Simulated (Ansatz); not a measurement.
**What YAlSe3 (model cell, started as cubic perovskite with Al in the octahedra) distorts into**

Which phase does YAlSe3 (model cell, started as cubic perovskite with Al in the octahedra) fall into along its unstable mode, and how much energy does it gain?

Program: Ansatz 0.2.0. Level of theory: DFT PBEsol, scalar-relativistic, plane waves, PAW; PAW set soft_1. Results are calculated unless marked as measured.

The structure was built from a prototype and need not be the compound's stable phase.

## 1. Starting point

It takes space group Pm-3m (No. 221, cubic). Conventional cell: a = 4.832 Å, b = 4.832 Å, c = 4.832 Å, α = 90.00°, β = 90.00°, γ = 90.00°. Y has 12 Se at 3.42 Å nearest. Al has 6 Se at 2.42 Å nearest. Nearest to Se lie 2 Al at 2.42 Å and 4 Y at 3.42 Å. Farther neighbours and most contacts between anions are not listed.

Structure file:

```cif
data_structure
_symmetry_space_group_name_H-M 'P 1'
_symmetry_Int_Tables_number 1
_cell_length_a 4.8323
_cell_length_b 4.8323
_cell_length_c 4.8323
_cell_angle_alpha 90.000
_cell_angle_beta 90.000
_cell_angle_gamma 90.000
_cell_volume 112.84
loop_
_atom_site_label
_atom_site_type_symbol
_atom_site_fract_x
_atom_site_fract_y
_atom_site_fract_z
_atom_site_occupancy
Y1 Y 0.00000 0.00000 0.00000 1
Al2 Al 0.50000 0.50000 0.50000 1
Se3 Se 0.50000 0.50000 0.00000 1
Se4 Se 0.50000 0.00000 0.50000 1
Se5 Se 0.00000 0.50000 0.50000 1
```

## 2. Phonons on a q mesh

The cell comes from relaxations at this level that are not shown. Stability and thermal properties need the whole zone. Linear response on a 2×2×2 q mesh gives force constants as far as a supercell of that size would.

input.yaml

```yaml
crystal:
  lattice:
    - [4.8323304856, 0.0, 0.0]
    - [0.0, 4.8323304856, 0.0]
    - [0.0, 0.0, 4.8323304856]
  atoms:
    - { symbol: "Y", position: [0.0, 0.0, 0.0] }
    - { symbol: Al, position: [0.5, 0.5, 0.5] }
    - { symbol: Se, position: [0.5, 0.5, 0.0] }
    - { symbol: Se, position: [0.5, 0.0, 0.5] }
    - { symbol: Se, position: [0.0, 0.5, 0.5] }
kpoints:
  mp_grid: { grid: [8, 8, 8] }
hamiltonian:
  xc: pbesol
  pseudopotentials: { kind: paw, azcp: { folder: soft_1 }, xc_functional: pbe }
scf:
  occupations: { method: methfessel_paxton, width: 0.2 }
output:
  eigenvalues: true
phonons:
  method: dfpt
  qmesh: [2, 2, 2]
  temperatures: { t_max: 1000, t_step: 50 }
  qpath:
    path:
      - [[0.0, 0.0, 0.0], [0.0, 0.5, 0.0], [0.5, 0.5, 0.0], [0.0, 0.0, 0.0], [0.5, 0.5, 0.5], [0.0, 0.5, 0.0]]
      - [[0.5, 0.5, 0.5], [0.5, 0.5, 0.0]]
    npoints: 10
```

Run with:

```sh
$ ansatz run input.yaml --threads 4 --pin off --max-ram 16384MiB --backend cpu --events-out ev --progress --plain --runs-dir out
```

Numbers of over 12 decimals in the logs are rounded to 6 here.

The log of the run:

```text
Engine: ansatz 0.2.0, aarch64-unknown-linux-gnu
Pseudopotentials: kind: paw
Pseudopotential: Y, paw, valence charge 11, recommended cutoff 420 eV (normal), soft_1/Y.paw.azcp
Pseudopotential: Al, paw, valence charge 3, recommended cutoff 420 eV (normal), soft_1/Al.paw.azcp
Pseudopotential: Se, paw, valence charge 16, recommended cutoff 420 eV (normal), soft_1/Se.paw.azcp
Functional definition: PBEsol
  exchange = pbesol_x
  correlation = pbesol_c
Crystal: 5 atoms, lattice volume = 112.842 Å³
Basis set: ecut = 420 eV, 2205 PW (Γ), exchange–correlation on 72×72×72 points (8 copies of the dense FFT grid, shifted against one another)
Bands: 38, of which v1, the nominal top of the filled ones, is band 31 counted from 1 (30 counted from 0)
Symmetry: 48 space group operations
k-points: 35 of 512
Non-local potential: Y, projectors of the file, l = 0: 3, l = 1: 2, l = 2: 2, l = 3: 1
Non-local potential: Al, projectors of the file, l = 0: 2, l = 1: 2, l = 2: 1
Non-local potential: Se, projectors of the file, l = 0: 2, l = 1: 2, l = 2: 3, l = 3: 1
PAW form: soft (Blöchl's): semilocal exchange-correlation on the pseudo side does not see the compensation charge
PAW frozen core: Y, regenerated for the run's functional, and the local potential with it (the file was generated under x = pbe(κ = 0.804, μ = 0.219515), c = pbe(β = 0.066725))
PAW frozen core: Al, regenerated for the run's functional, and the local potential with it (the file was generated under x = pbe(κ = 0.804, μ = 0.219515), c = pbe(β = 0.066725))
PAW frozen core: Se, regenerated for the run's functional, and the local potential with it (the file was generated under x = pbe(κ = 0.804, μ = 0.219515), c = pbe(β = 0.066725))
PAW one-centre angular grid: Y, 590 points (default); XC on 64 Gauss nodes
PAW one-centre angular grid: Al, 110 points (default); XC on 64 Gauss nodes
PAW one-centre angular grid: Se, 590 points (default); XC on 64 Gauss nodes
Initial density: superposition of atomic densities (chi_scale 0.1, normalization cell, long waves kept (reshape's long-wave potential 0.00 eV rms))
Initial wavefunctions: pseudopotential atomic-orbital guess
Functional: x = pbesol(κ = 0.804, μ = 0.123457), c = pbesol(β = 0.046)
SCF iter   1: F=—  HF=-20596.788762 eV  |F-HF|=—  |Δ(HF+E_count)|=         —  Δρ=3.10e-2  dr2=1.36e0  ethr=3.10e-3  ⟨swp⟩=6.2  Hψ=5194  notcnv=0
preconditioner: auto → Resta (q_TF=auto, 2.469 Å⁻¹)  ε∞=6.2  [insulator: Δε(μ)=0.156 eV  Ē_g=7.529 eV  σ=0.200 eV  W_gap=0.61  n_scr=26 (ndim 8)  ℏωp=17.1 eV  f_vac=0.000  D(μ)=1.11/eV (n_scr^D=6)  ε∞_Penn≈6.2]
SCF iter   2: F=—  HF=-20596.529387 eV  |F-HF|=—  |Δ(HF+E_count)|=   2.59e-1  S|Δr|=    0.00e0  Δρ=1.68e-2  dr2=3.68e-1  ethr=2.19e-3  ⟨swp⟩=2.0  Hψ=1796  notcnv=0  defer=30
SCF iter   3: F=—  HF=-20596.423035 eV  |F-HF|=—  |Δ(HF+E_count)|=   1.06e-1  S|Δr|=    0.00e0  Δρ=2.71e-3  dr2=9.67e-3  ethr=5.93e-4  ⟨swp⟩=2.0  Hψ=2076  notcnv=0  defer=30
SCF iter   4: F=—  HF=-20596.421834 eV  |F-HF|=—  |Δ(HF+E_count)|=   1.20e-3  S|Δr|=    0.00e0  Δρ=8.46e-4  dr2=9.02e-4  ethr=1.56e-5  ⟨swp⟩=2.0  Hψ=2376  notcnv=0  defer=30
SCF iter   5: F=—  HF=-20596.421343 eV  |F-HF|=—  |Δ(HF+E_count)|=   4.91e-4  S|Δr|=    0.00e0  Δρ=2.72e-4  dr2=6.78e-5  ethr=1.45e-6  ⟨swp⟩=2.0  Hψ=2384  notcnv=0  defer=30
SCF iter   6: F=—  HF=-20596.421355 eV  |F-HF|=—  |Δ(HF+E_count)|=   1.21e-5  S|Δr|=    0.00e0  Δρ=6.01e-5  dr2=6.06e-6  ethr=1.09e-7  ⟨swp⟩=2.4  Hψ=2395  notcnv=0  defer=30
SCF iter   7: F=—  HF=-20596.421356 eV  |F-HF|=—  |Δ(HF+E_count)|=   1.10e-6  S|Δr|=    0.00e0  Δρ=1.22e-5  dr2=3.76e-7  ethr=9.77e-9  ⟨swp⟩=2.2  Hψ=2181  notcnv=0  defer=30
SCF iter   8: F=—  HF=-20596.421356 eV  |F-HF|=—  |Δ(HF+E_count)|=   1.04e-8  S|Δr|=    0.00e0  Δρ=2.41e-6  dr2=9.11e-9  ethr=6.06e-10  ⟨swp⟩=2.0  Hψ=1693  notcnv=0  defer=30
SCF iter   9: F=—  HF=-20596.421356 eV  |F-HF|=—  |Δ(HF+E_count)|=  3.35e-10  S|Δr|=    0.00e0  Δρ=6.18e-7  dr2=4.66e-10  ethr=1.47e-11  ⟨swp⟩=2.3  Hψ=2290  notcnv=0  defer=30
SCF iter  10: F=-20596.421356 eV  HF=-20596.421356 eV  |F-HF|=1.09e-11  |Δ(HF+E_count)|=  4.37e-11  S|Δr|=    0.00e0  Δρ=8.56e-8  dr2=8.42e-12  ethr=1.00e-12  ⟨swp⟩=8.7  Hψ=7016  notcnv=0
the search or the solves at the SCF's close seem to have found levels that the self-consistency loop had missed (the run counts 1). By its estimate they hold under 1e-12 electrons; where the run keeps them, the occupations were computed again with them
SCF 1 converged in 10 iterations: F = -20596.421356 eV  dr2 = 8.42e-12
  greatest PAW one-centre occupation: 1.000 electrons in one spin orbital (limit 2), on the Se atom at site 2 (counted from 0), in its partial waves of l = 2
Initial density: read from a saved state, or passed on in memory by an earlier SCF of this step, an earlier step, the calling program or the single point that the run made first
iter 1 solved again at ethr=1.93e-8 eV; its pass at ethr=3.10e-3 eV (dr2=1.19e-5 eV) is discarded
SCF iter   1: F=—  HF=-20596.421356 eV  |F-HF|=—  |Δ(HF+E_count)|=         —  Δρ=2.04e-7  dr2=5.39e-11  ethr=1.93e-8  ⟨swp⟩=3.6  Hψ=8914  notcnv=0
eigensolver tolerance schedule: the retry pair's looser diagonalisation over-reported the residual by 221431.15 of it (diagonalisation noise at an unbounded share of the residual, at the tolerance the schedule requests for it); recorded, not acted on — ethr = c·dr2/N_el stays at c = 1.0e-1
preconditioner: auto → Kerker (q_TF=auto, 2.469 Å⁻¹)  [metal: Δε(μ)=0.078 eV  Ē_g=7.951 eV  σ=0.200 eV  W_gap=0.32  n_scr=26 (ndim 8)  ℏωp=17.1 eV  f_vac=0.000  D(μ)=1.15/eV (n_scr^D=6)]
SCF iter   2: F=—  HF=-20596.421356 eV  |F-HF|=—  |Δ(HF+E_count)|=   2.22e-7  S|Δr|=    0.00e0  Δρ=1.01e-7  dr2=1.60e-11  ethr=1.00e-12  ⟨swp⟩=3.0  Hψ=3248  notcnv=0
SCF iter   3: F=-20596.421356 eV  HF=-20596.421356 eV  |F-HF|=3.64e-12  |Δ(HF+E_count)|=    0.00e0  S|Δr|=    0.00e0  Δρ=7.79e-8  dr2=8.93e-12  ethr=1.00e-12  ⟨swp⟩=3.4  Hψ=3001  notcnv=0
SCF 2 converged in 3 iterations: F = -20596.421356 eV  dr2 = 8.93e-12
  greatest PAW one-centre occupation: 1.000 electrons in one spin orbital (limit 2), on the Se atom at site 4 (counted from 0), in its partial waves of l = 2
phonons: the bands overlap, so this run is a metal and interpolates without the dipole-dipole term. If the crystal is really an insulator or semiconductor, its LO-TO splitting is missing
NSCF: frozen V_eff on 35 k-points
NSCF: frozen V_eff on 125 k-points
DFPT response loops at q = (0, 0, 0) (fractional): preconditioner auto → Kerker (q_TF=auto, 2.469 Å⁻¹) (partly filled bands, converged f_vac=0.000); β = 1.00, the filter's whole step (`scf.mixing.beta` (0.50) is not read by the response loops under this deck's `scf.mixing.preconditioner`; to damp them name `kerker` or `kerker_dos`, under which they read `scf.mixing.beta`, and type it under 1.00, their step now; both keys bind the ground state too); Broyden in place of MSR1
NSCF: frozen V_eff on 250 k-points
DFPT response loops at q = (0, 0, -0.5) (fractional): mixed as the last ones told, above
NSCF: frozen V_eff on 250 k-points
DFPT response loops at q = (0, -0.5, -0.5) (fractional): mixed as the last ones told, above
NSCF: frozen V_eff on 250 k-points
DFPT response loops at q = (-0.5, -0.5, -0.5) (fractional): mixed as the last ones told, above
SCF converged after 10 iterations
Stability not checked: this state was not tested for a lower state beside it, because cold or Methfessel-Paxton smearing, or corrected tetrahedra, fill the levels in a way that the test cannot read (fill_not_monotonic; see scf.lower_state_search)
Free energy (F): -20596.421356 eV
Harris-Foulkes:  -20596.421356 eV  (|F-HF|=1.09e-11)
Internal energy: -20596.422449 eV  (E = F + TS)
E sigma→0 (E₀):  -20596.421629 eV
Entropy (-TS):   0.001093 eV (0.219 meV/atom)
Fermi energy:    9.500456 eV
--- Per-component energies (eV) ---
  E_band       = -1198.804880
  E_kinetic    = 673.545435
  E_local      = -8539.261617  (includes V_loc(G=0)·N_el)
  E_nonlocal   = -1022.406396
  E_hartree    = 4403.465475
  E_xc         = -470.652145
  E_vxc        = -508.253366  (∫ρ·V_xc dr)
  E_paw        = -9478.470593  (= ΣΔE_a)
  E_vpaw       = -609.358994  (= ΣTr[D̂ρ^β])
  E_aug_tail   = -0.000958  (compensation charges beyond the density's cutoff)
  E_ewald      = -6165.834919
  E_core_change = 3.193268  (= ΣΔE_core)
  E_smearing   = 0.001093  (= −TS)
  E_closure    = -0.000000  (closes the sum)
  Σ components = -20596.421356   (vs F -20596.421356, Δ=0.00e0)
--- Band table (eV; the first three rows and the last of 35) ---
  k-point 0: bands = [... 27 lower, 8.1021, 8.1496, 8.7361, 8.7361, 8.7361, 10.0625, 10.0625, 10.4406, ... 3 higher]
  k-point 1: bands = [... 27 lower, 7.8777, 8.0854, 8.5992, 8.6103, 8.6103, 10.1920, 10.4775, 10.5227, ... 3 higher]
  k-point 2: bands = [... 27 lower, 7.4272, 7.4272, 8.3687, 8.3687, 9.4111, 10.5222, 10.5726, 11.3724, ... 3 higher]
  k-point 34: bands = [... 27 lower, 8.1871, 9.8958, 9.8958, 9.8958, 10.1610, 11.0432, 11.0432, 11.0432, ... 3 higher]
--- Phonons (Γ-DFPT): 4 representative perturbations + reference (Σ response iterations 12) ---
  ASR residual: 4.194e-5 → 0.000e0 eV/Å²; symmetrization residual: 6.833e-6 eV/Å²
  ASR residual per site (eV/Å²): 4.19e-5 2.30e-5 2.36e-5 2.36e-5 2.36e-5
  Γ frequencies (cm⁻¹): -126.39 -126.39 -126.39 -106.95 -106.95 -106.95 0.00 0.00 0.00 56.31 56.31 56.31 345.89 345.89 345.89
--- Phonons (arbitrary-q DFPT): 4 irreducible q on the 2×2×2 mesh ---
  q = [0.0000, 0.0000, 0.0000] (star 1, of the zone-centre solve; hermiticity 1.00e-6, symmetrization 7.85e-12): -126.39 -126.39 -126.39 -106.95 -106.95 -106.95 -0.00 -0.00 -0.00 56.31 56.31 56.31 345.89 345.89 345.89
  q = [0.0000, 0.0000, -0.5000] (star 3, 9 solved perturbations in 975 linear systems a pass and spin channel, the states on 125 of 512 k-point pairs; hermiticity 5.77e-7, symmetrization 3.65e-12): -116.50 -116.50 -96.11 -75.02 -75.02 22.95 22.95 49.78 52.23 86.64 86.64 227.33 322.11 344.75 344.75
  q = [0.0000, -0.5000, -0.5000] (star 3, 9 solved perturbations in 975 linear systems a pass and spin channel, the states on 125 of 512 k-point pairs; hermiticity 8.12e-7, symmetrization 5.37e-13): -145.38 -127.40 -127.40 -63.10 -63.10 -49.51 63.31 63.31 94.97 113.31 185.87 256.00 336.09 336.09 343.37
  q = [-0.5000, -0.5000, -0.5000] (star 1, 4 solved perturbations in 350 linear systems a pass and spin channel, the states on 125 of 512 k-point pairs; hermiticity 3.48e-7, symmetrization 8.92e-12): -166.68 -166.68 -166.68 -117.03 -117.03 -117.03 89.19 89.19 89.19 183.40 183.40 275.00 353.81 353.81 353.81
  sum rule: each row above includes the acoustic sum rule's correction from the zone centre's row sums; it moved no ω² by more than (0.48 cm⁻¹)²
  mesh force constants: q→R imaginary residual 6.47e-18; ASR residual 4.194e-5 → 0.000e0 eV/Å²; symmetrization residual 8.882e-15 eV/Å²
  interpolated dispersion: 62 rows × 15 modes
  density of states and harmonic sums: on the 14×14×14 q-mesh, interpolated from the force constants of a 2×2×2 supercell (no non-analytic term)
  largest difference from the sums on the solved wave vectors: F 5.88e-2 eV, S 6.24e-5 and C_V 2.64e-5 eV/K
  zero-point energy: 0.105632 eV/cell   skipped modes (ω ≤ 0): 712, of them read as no rigid motion or as one in doubt: 709 (5.935e0 modes/cell left out, lowest -166.68 cm⁻¹)   left out of the sums: 3.96e-1 of the cell's modes: C_V's classical limit lies that fraction below 3 k_B per atom; for a crystal, a wire or a layer, F and S can be off by more, and a phonons.interpolated_qmesh denser along its periods is the remedy for the sampling
```

Run time: 6 min. Hardware: 4 threads of Arm Neoverse V1, shared host; peak memory 1.6 GiB.

The column dr2 measures how far the density is from self-consistency, as an energy; F and HF (Harris–Foulkes) agree once it is small.

Numbers from this step:

```yaml
volume_per_atom: 22.57 Å³
gap_on_the_k_mesh: 0 eV
sum_rule_residual_before_enforcement: 4.19e-5 eV/Å²
lowest_frequency_on_the_path: -166.7 cm⁻¹
point_group: m-3m
highest_frequency_on_the_path_or_at_a_solved_wavevector: 353.8 cm⁻¹
highest_optical_mode_at_the_zone_centre_no_lo_to_term: 345.9 cm⁻¹
lowest_optical_zone_centre_mode: -126.4 cm⁻¹
lowest_mode_on_the_q_mesh_acoustic_modes_at_gamma_apart: -166.7 cm⁻¹
```

Frequencies (cm⁻¹) solved at each irreducible wavevector; negative means imaginary. Frequencies by wavevector, by row:

| q in reciprocal lattice units | star | mode 1 | mode 2 | mode 3 | mode 4 | mode 13 | mode 14 | mode 15 |
| --- | --- | --- | --- | --- | --- | --- | --- | --- |
| 0 0 0 | 1 | -126.4 | -126.4 | -126.4 | -107 | 345.9 | 345.9 | 345.9 |
| 0 0 -0.5 | 3 | -116.5 | -116.5 | -96.1 | -75 | 322.1 | 344.8 | 344.8 |
| 0 -0.5 -0.5 | 3 | -145.4 | -127.4 | -127.4 | -63.1 | 336.1 | 336.1 | 343.4 |
| -0.5 -0.5 -0.5 | 1 | -166.7 | -166.7 | -166.7 | -117 | 353.8 | 353.8 | 353.8 |

Interpolated from a 2×2×2 q mesh. Phonon branches along the path, in cm⁻¹:

| point | branch 1 | branch 2 | branch 3 | branch 4 | branch 12 | branch 13 | branch 14 | branch 15 |
| --- | --- | --- | --- | --- | --- | --- | --- | --- |
| Γ | -126 | -126 | -126 | -107 | 56 | 346 | 346 | 346 |
| halfway | -121 | -121 | -102 | -95 | 158 | 338 | 345 | 345 |
| X | -116 | -116 | -96 | -75 | 227 | 322 | 345 | 345 |
| halfway | -132 | -117 | -107 | -99 | 232 | 329 | 342 | 344 |
| M | -145 | -127 | -127 | -63 | 256 | 336 | 336 | 343 |
| halfway | -124 | -115 | -110 | -101 | 179 | 336 | 343 | 345 |
| Γ | -126 | -126 | -126 | -107 | 56 | 346 | 346 | 346 |
| halfway | -128 | -122 | -122 | -100 | 197 | 339 | 339 | 348 |
| R | -167 | -167 | -167 | -117 | 275 | 354 | 354 | 354 |
| halfway | -140 | -134 | -122 | -106 | 238 | 337 | 341 | 348 |
| X | -116 | -116 | -96 | -75 | 227 | 322 | 345 | 345 |
| jump to R | -167 | -167 | -167 | -117 | 275 | 354 | 354 | 354 |
| halfway | -156 | -144 | -144 | -108 | 259 | 345 | 345 | 348 |
| M | -145 | -127 | -127 | -63 | 256 | 336 | 336 | 343 |

Symmetry leaves 4 wavevectors to solve. The lowest mode among them, the acoustic zeros apart, lies at q = (-0.5, -0.5, -0.5) and is imaginary, 166.7i cm⁻¹, so the energy falls along it.

## 3. The mode frozen in, largest atomic shift 0 Å

The mode followed lies at q = (-0.5, -0.5, -0.5) with frequency 166.7i cm⁻¹ and is 3-fold degenerate, the softest among the wavevectors solved. At small amplitude the distorted cell has space group no. 167 by a symmetry search on the positions. The undistorted cell that holds it gives the zero of energy on the same k mesh.

System of this step: YAlSe3 (model cell, started as cubic perovskite with Al in the octahedra). The structure is cubic, space group Pm-3m (No. 221). Conventional cell: a = 4.832 Å, b = 4.832 Å, c = 4.832 Å, α = 90.00°, β = 90.00°, γ = 90.00°. Nearest to Y lie 12 Se at 3.42 Å. Nearest to Al lie 6 Se at 2.42 Å. Nearest to Se lie 2 Al at 2.42 Å and 4 Y at 3.42 Å. Farther neighbours and most contacts between anions are not listed.

input.yaml, the sections that differ from step 2:

```yaml
crystal:
  lattice:
    - [4.8323304856, 4.8323304856, 0.0]
    - [4.8323304856, 0.0, 4.8323304856]
    - [4.8323304856, 0.0, -4.8323304856]
  atoms:
    - { symbol: "Y", position: [0.0, 0.5, 0.5] }
    - { symbol: "Y", position: [0.0, 0.0, 0.0] }
    - { symbol: Al, position: [0.5, 0.25, 0.75] }
    - { symbol: Al, position: [0.5, 0.75, 0.25] }
    - { symbol: Se, position: [0.5, 0.5, 0.5] }
    - { symbol: Se, position: [0.5, 0.0, 0.0] }
    - { symbol: Se, position: [0.0, 0.0, 0.5] }
    - { symbol: Se, position: [0.0, 0.5, 0.0] }
    - { symbol: Se, position: [0.5, 0.0, 0.5] }
    - { symbol: Se, position: [0.5, 0.5, 0.0] }
output:
  forces: true
  stress: true
  eigenvalues: true
# kpoints, hamiltonian, scf: as in step 2
# phonons: removed
```

The log of the run:

```text
[...]
Crystal: 10 atoms, lattice volume = 225.684 Å³
Basis set: ecut = 420 eV, 4477 PW (Γ), exchange–correlation on 96×96×96 points (8 copies of the dense FFT grid, shifted against one another)
Bands: 75, of which v1, the nominal top of the filled ones, is band 62 counted from 1 (61 counted from 0)
Symmetry: 96 space group operations
[...]
k-points: 29 of 512
[...]
k-point 0: bands = [... 58 lower, 8.7330, 8.7330, 9.8888, 9.8888, 9.8888, 10.0591, 10.0591, 10.1576, ... 9 higher]
  k-point 1: bands = [... 58 lower, 8.6985, 8.6985, 9.5420, 9.5420, 9.7937, 10.2151, 10.2151, 10.3491, ... 9 higher]
  k-point 2: bands = [... 58 lower, 8.6586, 9.0092, 9.1058, 9.1058, 9.5413, 10.3976, 10.3976, 10.6374, ... 9 higher]
  k-point 28: bands = [... 58 lower, 7.9699, 7.9699, 8.5360, 8.5360, 11.2949, 11.2949, 11.2956, 11.2956, ... 9 higher]
[key lines of the parts left out:]
SCF converged after 9 iterations
Free energy (F): -41192.851380 eV
Fermi energy:    9.488057 eV
P = ⅓ Tr σ = -0.0014 GPa (-0.014 kbar)
```

It took 9 s on 4 threads; peak memory 0.92 GiB.

This step gave:

* pressure: -0.001410 GPa
* energy from the undistorted cell: 0 meV/atom

The run ends at a pressure of 0.00 GPa.

## 4. The mode frozen in, largest atomic shift 0.6 Å

The atoms are moved along the unstable eigenvector, the largest shift by 0.6 Å, with the cell fixed.

input.yaml, the sections that differ from step 3:

```yaml
crystal:
  lattice:
    - [4.8323304856, 4.8323304856, 0.0]
    - [4.8323304856, 0.0, 4.8323304856]
    - [4.8323304856, 0.0, -4.8323304856]
  atoms:
    - { symbol: "Y", position: [0.0, 0.5, 0.5] }
    - { symbol: "Y", position: [0.0, 0.0, 0.0] }
    - { symbol: Al, position: [0.5, 0.25, 0.75] }
    - { symbol: Al, position: [0.5, 0.75, 0.25] }
    - { symbol: Se, position: [0.5877969895, 0.5, 0.5] }
    - { symbol: Se, position: [0.4122030105, 0.0, 0.0] }
    - { symbol: Se, position: [0.0, -0.0877969895, 0.5] }
    - { symbol: Se, position: [0.0, 0.5877969895, 0.0] }
    - { symbol: Se, position: [0.4122030105, 0.0877969895, 0.5] }
    - { symbol: Se, position: [0.5877969895, 0.4122030105, 0.0] }
# kpoints, hamiltonian, scf, output: as in step 3
```

The log of the run:

```text
[...]
Crystal: 10 atoms, lattice volume = 225.684 Å³
Basis set: ecut = 420 eV, 4477 PW (Γ), exchange–correlation on 96×96×96 points (8 copies of the dense FFT grid, shifted against one another)
Bands: 75, of which v1, the nominal top of the filled ones, is band 62 counted from 1 (61 counted from 0)
Symmetry: 12 space group operations
[...]
k-points: 65 of 512
[...]
k-point 0: bands = [... 58 lower, 8.1589, 8.2745, 8.2745, 8.9880, 9.8400, 11.0021, 11.0021, 11.2522, ... 8 higher]
  k-point 1: bands = [... 58 lower, 8.1249, 8.3879, 8.3879, 8.4731, 10.0101, 11.0850, 11.0850, 11.3140, ... 8 higher]
  k-point 2: bands = [... 58 lower, 7.9006, 7.9006, 8.2090, 8.2090, 10.4357, 11.3485, 11.3485, 11.4807, ... 8 higher]
  k-point 64: bands = [... 58 lower, 7.5227, 7.8936, 8.1654, 8.4317, 10.7409, 11.1952, 11.2639, 11.3988, ... 8 higher]
[key lines of the parts left out:]
SCF converged after 8 iterations
Free energy (F): -41196.170556 eV
Fermi energy:    9.391048 eV
P = ⅓ Tr σ = -0.3108 GPa (-3.108 kbar)
```

The job ended after 21 s (4 threads; peak memory 1.2 GiB).

This step gave:

```
pressure                         : -0.3108 GPa
gap on the k-mesh                : 0.8520 eV
energy from the undistorted cell : -332.0 meV/atom
```

The energy, extrapolated to zero smearing, is -331.95 meV/atom against the undistorted cell.

The run ends at a pressure of -0.31 GPa, with forces up to 0.48 eV/Å.

(Continued in part 2 of 3.)

[Logs are printed without paths, hosts, clocks, repeated set-up lines and the standing remarks that a program may print on its own settings, such as how far it seeks lower states.]

[Hosts, paths, dates, database ids (printed as entryN), source tags and the programs' standing remarks are cut or masked in the printed files.]
